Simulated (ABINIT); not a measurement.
# BN (P6_3/mmc): changed settings of a GW run in ABINIT

Aim: change inputs of a GW run on BN (P6_3/mmc) and see what moves.

Main program and level: ABINIT 10.8.3; PBE and many-body steps on it, plane waves.

## Step 1: The starting structure

It takes space group P6_3/mmc (No. 194, hexagonal). Conventional cell: a = 2.504 Å, b = 2.504 Å, c = 6.661 Å, α = 90.00°, β = 90.00°, γ = 120.00°. Nearest to B lie 3 N at 1.45 Å. N has 3 B at 1.45 Å nearest. Farther neighbours and most contacts between anions are not listed.

The cell and positions come from the Crystallography Open Database and are kept as given unless a step says otherwise.

## Step 2: Screening, 6×6×4 mesh, 115 bands, screening to 190.5 eV

This step: ABINIT 10.8.3; RPA screening on PBE, plane waves, norm-conserving pseudopotentials.

The RPA dielectric matrix is built and inverted for each q.

Contents of run.abi:

```
acell 3*1.0 Angstrom
rprim 
  2.503989999987 0.000000000003 0.000000000000
  -1.251994999996 2.168518950810 0.000000000000
  0.000000000000 0.000000000000 6.661200000000
ntypat 2
znucl 5 7
natom 4
typat 1 1 2 2
xred 
  0.333333333333 0.666666666667 0.250000000000
  0.666666666667 0.333333333333 0.750000000000
  0.333333333333 0.666666666667 0.750000000000
  0.666666666667 0.333333333333 0.250000000000
pp_dirpath "pseudos"
pseudos "B.upf, N.upf"
ecut 36
ngkpt 6 6 4
nshiftk 1
shiftk 0 0 0
kptopt 1
chksymbreak 0
istwfk *1
occopt 1
irdwfk 1
optdriver 3
nband 115
ecuteps 7
inclvkb 2
awtr 1
symchi 1
indata_prefix "in"
outdata_prefix "out"
tmpdata_prefix "tmp"
```

Command:

```
OMP_NUM_THREADS=1 mpirun -n 4 abinit run.abi > log
```

The program printed:

```text
.Version 10.8.3 of ABINIT. v10.8.2 released Aug 2026.

 Symmetries : space group P6_3/m m c (#194); Bravais hP (primitive hexag.)
[... echo of the input left out ...]
== DATASET  1 ==================================================================
-   mpi_nproc: 4, omp_nthreads: 1 (-1 if OMP is not activated)

--- !DatasetInfo
iteration_state: {dtset: 1, }
dimensions: {natom: 4, nkpt: 21, mband: 115, nsppol: 1, nspinor: 1, nspden: 1, mpw: 2542, }
cutoff_energies: {ecut:  36.0, pawecutdg:  -1.0, }
electrons: {nelect:   1.60000000E+01, charge:   0.00000000E+00, occopt:   1.00000000E+00, tsmear:   1.00000000E-02, }

 SCREENING: Calculation of the susceptibility and dielectric matrices

 Based on a program developped by R.W. Godby, V. Olevano, G. Onida, and L. Reining.
 Incorporated in ABINIT by V. Olevano, G.-M. Rignanese, and M. Torrent.
.Using double precision arithmetic ; gwpc =  8

[... cell and pseudopotentials left out ...]
--------------------------------------------------------------------------------

 ==== K-mesh for the wavefunctions ====
 Number of points in the irreducible wedge :    21
[... list of points left out ...]
 Together with 24 symmetry operations and time-reversal symmetry
 yields   144 points in the full Brillouin Zone.

 ==== Q-mesh for the screening function ====
 Number of points in the irreducible wedge :    21
[... list of points left out ...]
 Together with 24 symmetry operations and time-reversal symmetry
 yields   144 points in the full Brillouin Zone.

 setmesh: FFT mesh size selected  =    15x   15x   50
          total number of points  =        11250

 vcoul_init : cutoff-mode = AUXILIARY_FUNCTION
 q-points for optical limit:   1
     1)      0.000010    0.000020    0.000030

- screening: taking advantage of time-reversal symmetry
- Maximum band index for partially occupied states nbvw = 8
- Remaining bands to be divided among processors   nbcw = 107
- Number of bands treated by each node ~26

 Number of electrons calculated from density =   16.0000; Expected =   16.0000
 average of density, n =  0.065550
 r_s =    1.5386
 omega_plasma =   24.6969 [eV]

 calculating chi0 at frequencies [eV] :
  1    0.000000E+00    0.000000E+00
  2    0.000000E+00    2.469694E+01

--------------------------------------------------------------------------------
  q-point number  1        q = ( 0.000000, 0.000000, 0.000000) [r.l.u.]
--------------------------------------------------------------------------------
[... chi0 elements left out ...]
 For q-point:  0.000010 0.000020 0.000030
  dielectric constant =   4.2250
  dielectric constant without local fields =   4.5496

  Average fulfillment of the sum rule on Im[epsilon] for q-point    1 :     86.86  [%]
[... wings left out ...]
  q-point number  2        q = ( 0.166667, 0.000000, 0.000000) [r.l.u.]
--------------------------------------------------------------------------------
[... chi0 elements left out ...]
  Average fulfillment of the sum rule on Im[epsilon] for q-point    2 :     91.97  [%]

 [... 19 further q-points ...]
```

Run time: 93 s. Hardware: 4 MPI ranks of Arm Neoverse V1, shared host; peak memory 0.93 GiB; 6.2 min of CPU time.

Numbers from this step:

* ε∞ with local fields, on this mesh, along the program's q direction: 4.225
* the same without local fields: 4.550
* plasma frequency: 24.70 eV
* plane waves in the screening matrix: 213

Local fields lower ε∞ by 7 %. On a Γ-centred mesh this coarse the value itself is usually too large, while a short band sum pulls it down.

## Step 3: Base

The self-energy is evaluated for the states that the input lists, and the levels follow from it, in one-shot runs by the linearised quasiparticle equation.

This step: G0W0 on PBE, plane waves, norm-conserving pseudopotentials.

run.abi: that of step 2 with these lines changed.

```diff
@@ -25,8 +25,19 @@
 irdwfk 1
-optdriver 3
+optdriver 4
 nband 115
+gwcalctyp 0
+ecutsigx 36
+symsigma 1
+nkptgw 3
+kptgw 
+  0.3333333333 0.3333333333 0.5000000000
+  0.5000000000 0.0000000000 0.0000000000
+  0.0000000000 0.0000000000 0.0000000000
+bdgw 
+  7 10
+  7 10
+  7 10
 ecuteps 7
-inclvkb 2
-awtr 1
-symchi 1
+irdscr 1
+ppmodel 1
 indata_prefix "in"
```

The program printed:

```text
.Version 10.8.3 of ABINIT. v10.8.2 released Aug 2026.

 Symmetries : space group P6_3/m m c (#194); Bravais hP (primitive hexag.)
[... echo of the input left out ...]
== DATASET  1 ==================================================================
-   mpi_nproc: 4, omp_nthreads: 1 (-1 if OMP is not activated)

--- !DatasetInfo
iteration_state: {dtset: 1, }
dimensions: {natom: 4, nkpt: 21, mband: 115, nsppol: 1, nspinor: 1, nspden: 1, mpw: 2542, }
cutoff_energies: {ecut:  36.0, pawecutdg:  -1.0, }
electrons: {nelect:   1.60000000E+01, charge:   0.00000000E+00, occopt:   1.00000000E+00, tsmear:   1.00000000E-02, }

 SIGMA: Calculation of the GW corrections

 Based on a program developped by R.W. Godby, V. Olevano, G. Onida, and L. Reining.
 Incorporated in ABINIT by V. Olevano, G.-M. Rignanese, and M. Torrent.
.Using double precision arithmetic ; gwpc =  8

[... cell and pseudopotentials left out ...]
--------------------------------------------------------------------------------

 ==== K-mesh for the wavefunctions ====
 Number of points in the irreducible wedge :    21
[... list of points left out ...]
 Together with 24 symmetry operations and time-reversal symmetry
 yields   144 points in the full Brillouin Zone.

 ==== Q-mesh for screening function ====
 Number of points in the irreducible wedge :    21
[... list of points left out ...]
 Together with 24 symmetry operations and time-reversal symmetry
 yields   144 points in the full Brillouin Zone.

 vcoul_init : cutoff-mode = AUXILIARY_FUNCTION
 q-points for optical limit:   1
     1)      0.000010    0.000020    0.000030
 setmesh: FFT mesh size selected  =    24x   24x   72
          total number of points  =        41472

 Number of electrons calculated from density =   16.0000; Expected =   16.0000
 average of density, n =  0.065550
 r_s =    1.5386
 omega_plasma =   24.6969 [eV]

 === KS Band Gaps ===
  >>>> For spin  1
   Minimum direct gap =   4.6696 [eV], located at k-point      :   0.3333  0.3333  0.5000
   Fundamental gap    =   4.3142 [eV], Top of valence bands at :   0.3333  0.3333  0.5000
                                       Bottom of conduction at :   0.5000  0.0000  0.0000
 SIGMA fundamental parameters:
 PLASMON POLE MODEL  1
 number of plane-waves for SigmaX                 2481
 number of plane-waves for SigmaC and W            213
 number of plane-waves for wavefunctions          2481
 number of bands                                   115
 number of independent spin polarizations            1
 number of spinorial components                      1
 number of k-points in IBZ                          21
 number of q-points in IBZ                          21
 number of symmetry operations                      24
 number of k-points in BZ                          144
 number of q-points in BZ                          144
 number of frequencies for dSigma/dE                 9
 frequency step for dSigma/dE [eV]                0.25
 number of omega for Sigma on real axis              0
 max omega for Sigma on real axis  [eV]           0.00
 zcut for avoiding poles [eV]                     0.10

 EPSILON^-1 parameters (SCR file):
 dimension of the eps^-1 matrix on file            213
 dimension of the eps^-1 matrix used               213
 number of plane-waves for wavefunctions          2481
 number of bands                                   115
 number of q-points in IBZ                          21
 number of frequencies                               2
 number of real frequencies                          1
 number of imag frequencies                          1

 matrix elements of self-energy operator (all in [eV])

 Perturbative Calculation

--- !SelfEnergy_ee
iteration_state: {dtset: 1, }
kpoint     : [   0.333,    0.333,    0.500, ]
spin       : 1
KS_gap     :    4.670
QP_gap     :    6.242
Delta_QP_KS:    1.573
data: !SigmaeeData |
     Band     E0 <VxcDFT>   SigX SigC(E0)      Z dSigC/dE  Sig(E)    E-E0       E
        7   2.782 -16.630 -19.896   2.406   0.805  -0.242 -17.322  -0.691   2.090
        8   2.782 -16.630 -19.896   2.406   0.805  -0.242 -17.322  -0.691   2.090
        9   7.451 -10.920  -5.627  -4.234   0.832  -0.201 -10.039   0.881   8.333
       10   7.451 -10.920  -5.627  -4.234   0.832  -0.201 -10.039   0.881   8.333

--- !SelfEnergy_ee
iteration_state: {dtset: 1, }
kpoint     : [   0.500,    0.000,    0.000, ]
spin       : 1
KS_gap     :    4.750
QP_gap     :    6.271
Delta_QP_KS:    1.521
data: !SigmaeeData |
     Band     E0 <VxcDFT>   SigX SigC(E0)      Z dSigC/dE  Sig(E)    E-E0       E
        7   1.355 -14.859 -18.586   2.532   0.805  -0.242 -15.821  -0.963   0.392
        8   2.345 -16.389 -19.872   2.537   0.803  -0.245 -17.149  -0.759   1.586
[...]
--- !SelfEnergy_ee
iteration_state: {dtset: 1, }
kpoint     : [   0.000,    0.000,    0.000, ]
spin       : 1
KS_gap     :    6.581
QP_gap     :    7.832
Delta_QP_KS:    1.251
data: !SigmaeeData |
     Band     E0 <VxcDFT>   SigX SigC(E0)      Z dSigC/dE  Sig(E)    E-E0       E
[...]
8   1.476 -18.428 -22.714   3.144   0.812  -0.232 -19.355  -0.926   0.549
        9   8.056  -8.607  -4.485  -3.743   0.854  -0.171  -8.283   0.325   8.381
       10  13.045 -13.671  -7.109  -4.862   0.803  -0.245 -12.306   1.365  14.410

== END DATASET(S) ==============================================================
================================================================================

 -outvars: echo values of variables after computation  --------
           etotal      0.0000000000E+00
            nband         115
             nkpt          21
          spgroup         194
 [... the other variables as echoed above ...]

 Calculation completed.
```

The job ended after 26 s (4 MPI ranks; peak memory 1 GiB).

Numbers from this step:

| Quantity | Value |
| --- | --- |
| G0W0 gap on the points computed | 5.767 eV |
| starting gap on the mesh | 4.314 eV |
| k of the valence top | 0.3333, 0.3333, 0.5 |
| k of the conduction bottom | 0.5, 0, 0 |
| Z at the valence top | 0.805 |
| Z at the conduction bottom | 0.84 |
| least direct G0W0 gap on the computed points | 6.243 eV |

The gap on the mesh goes from 4.31 eV to 5.77 eV, a correction of +1.45 eV.

## Step 4: Coulomb singularity

run.abi: that of step 3 with these lines changed.

```diff
@@ -42,2 +42,3 @@
 ppmodel 1
+gw_icutcoul 3
 indata_prefix "in"
```

The program printed:

```text
.Version 10.8.3 of ABINIT. v10.8.2 released Aug 2026.

 Symmetries : space group P6_3/m m c (#194); Bravais hP (primitive hexag.)
[... echo of the input left out ...]
== DATASET  1 ==================================================================
-   mpi_nproc: 4, omp_nthreads: 1 (-1 if OMP is not activated)

--- !DatasetInfo
iteration_state: {dtset: 1, }
dimensions: {natom: 4, nkpt: 21, mband: 115, nsppol: 1, nspinor: 1, nspden: 1, mpw: 2542, }
cutoff_energies: {ecut:  36.0, pawecutdg:  -1.0, }
electrons: {nelect:   1.60000000E+01, charge:   0.00000000E+00, occopt:   1.00000000E+00, tsmear:   1.00000000E-02, }

 SIGMA: Calculation of the GW corrections

 Based on a program developped by R.W. Godby, V. Olevano, G. Onida, and L. Reining.
 Incorporated in ABINIT by V. Olevano, G.-M. Rignanese, and M. Torrent.
.Using double precision arithmetic ; gwpc =  8

[... cell and pseudopotentials left out ...]
--------------------------------------------------------------------------------

 ==== K-mesh for the wavefunctions ====
 Number of points in the irreducible wedge :    21
[... list of points left out ...]
 Together with 24 symmetry operations and time-reversal symmetry
 yields   144 points in the full Brillouin Zone.

 ==== Q-mesh for screening function ====
 Number of points in the irreducible wedge :    21
[... list of points left out ...]
 Together with 24 symmetry operations and time-reversal symmetry
 yields   144 points in the full Brillouin Zone.

 vcoul_init : cutoff-mode = CRYSTAL
 q-points for optical limit:   1
     1)      0.000010    0.000020    0.000030
 setmesh: FFT mesh size selected  =    24x   24x   72
          total number of points  =        41472

 Number of electrons calculated from density =   16.0000; Expected =   16.0000
[...]
number of plane-waves for wavefunctions          2481
 number of bands                                   115
 number of q-points in IBZ                          21
 number of frequencies                               2
 number of real frequencies                          1
 number of imag frequencies                          1

 matrix elements of self-energy operator (all in [eV])

 Perturbative Calculation

--- !SelfEnergy_ee
iteration_state: {dtset: 1, }
kpoint     : [   0.333,    0.333,    0.500, ]
spin       : 1
KS_gap     :    4.670
QP_gap     :    6.270
Delta_QP_KS:    1.600
data: !SigmaeeData |
     Band     E0 <VxcDFT>   SigX SigC(E0)      Z dSigC/dE  Sig(E)    E-E0       E
        7   2.782 -16.630 -20.071   2.473   0.803  -0.245 -17.407  -0.777   2.005
        8   2.782 -16.630 -20.071   2.473   0.803  -0.245 -17.407  -0.777   2.005
        9   7.451 -10.920  -5.627  -4.301   0.830  -0.204 -10.096   0.824   8.275
[...]
--- !SelfEnergy_ee
iteration_state: {dtset: 1, }
kpoint     : [   0.500,    0.000,    0.000, ]
spin       : 1
KS_gap     :    4.750
QP_gap     :    6.298
Delta_QP_KS:    1.548
data: !SigmaeeData |
     Band     E0 <VxcDFT>   SigX SigC(E0)      Z dSigC/dE  Sig(E)    E-E0       E
[...]
--- !SelfEnergy_ee
iteration_state: {dtset: 1, }
kpoint     : [   0.000,    0.000,    0.000, ]
spin       : 1
KS_gap     :    6.581
QP_gap     :    7.859
Delta_QP_KS:    1.279
data: !SigmaeeData |
     Band     E0 <VxcDFT>   SigX SigC(E0)      Z dSigC/dE  Sig(E)    E-E0       E
[...]
9   8.056  -8.607  -4.485  -3.809   0.852  -0.174  -8.340   0.267   8.323
       10  13.045 -13.671  -7.109  -4.928   0.801  -0.248 -12.362   1.308  14.353

== END DATASET(S) ==============================================================
================================================================================

 -outvars: echo values of variables after computation  --------
           etotal      0.0000000000E+00
            nband         115
             nkpt          21
          spgroup         194
 [... the other variables as echoed above ...]

 Calculation completed.
```

Elapsed: 26 s, on 4 MPI ranks; peak memory 1 GiB.

This step gave:

* G0W0 gap on the points computed: 5.794 eV
* starting gap on the mesh: 4.314 eV
* k of the valence top: 0.3333, 0.3333, 0.5
* k of the conduction bottom: 0.5, 0, 0
* Z at the valence top: 0.803
* Z at the conduction bottom: 0.838
* least direct G0W0 gap on the computed points: 6.270 eV

Against G0W0 in ABINIT (6×6×4 mesh, 115 bands, screening to 190.5 eV, Godby-Needs plasmon pole), the gap moves by +0.027 eV.

## Step 5: The runs together

Times are wall times on 4 MPI ranks of Arm Neoverse V1, shared host, good to a factor of about two. A run's time includes the screening step that it read.

```tsv
run	mesh	bands	screening cutoff (eV)	DFT gap (eV)	gap on the mesh (eV)	direct (eV)	ε∞ used	time
base	6×6×4	115	190.5	4.314	5.767	6.243	4.22	2 min
Coulomb singularity	6×6×4	115	190.5	4.314	5.794	6.270	4.22	2 min
```

## Step 6: Summary of results

```
base                : 5.767 eV
Coulomb singularity : 5.794 eV
known limits        : not at the basis limit; coarse k mesh
```

**Reading.** Coulomb singularity: +0.027 eV against base (keys changed: gw_icutcoul). Bands and cutoff are finite, so the gap is not at the basis limit. The miss can reach some tenths of an eV and take either sign; the mesh is an error of its own. In the first G0W0 run levels were corrected at 3 k points alone, so a gap called «on the mesh» is the least over those, and an edge elsewhere would be missed. The 6×6×4 mesh is coarse for this cell, which bears on the long-range parts of exchange and screening.

[Paths, hosts, dates, memory and timing lines, banners, echoed tables and standing remarks are left out of the program output.]

[Logs are printed without paths, hosts, clocks, repeated set-up lines and the standing remarks that a program may print on its own settings, such as how far it seeks lower states.]

[Runs of the session that timed out or met a known fault of the program may be left out.]

[No measured gap is set beside runs whose start may be inverted or whose files or cutoffs have a known fault.]

[Hosts, paths, dates, database ids (printed as entryN), source tags and the programs' standing remarks are cut or masked in the printed files.]

[G0W0 gaps are taken among the corrected bands and points alone; a level outside them can change the order at an edge.]

[Where Ansatz stands beside ABINIT at settings called matched, ABINIT's density can come from a denser mesh and the files from another edition; pairs whose starting gaps differed by over 0.03 eV were left out, so agreement reads better than it is.]
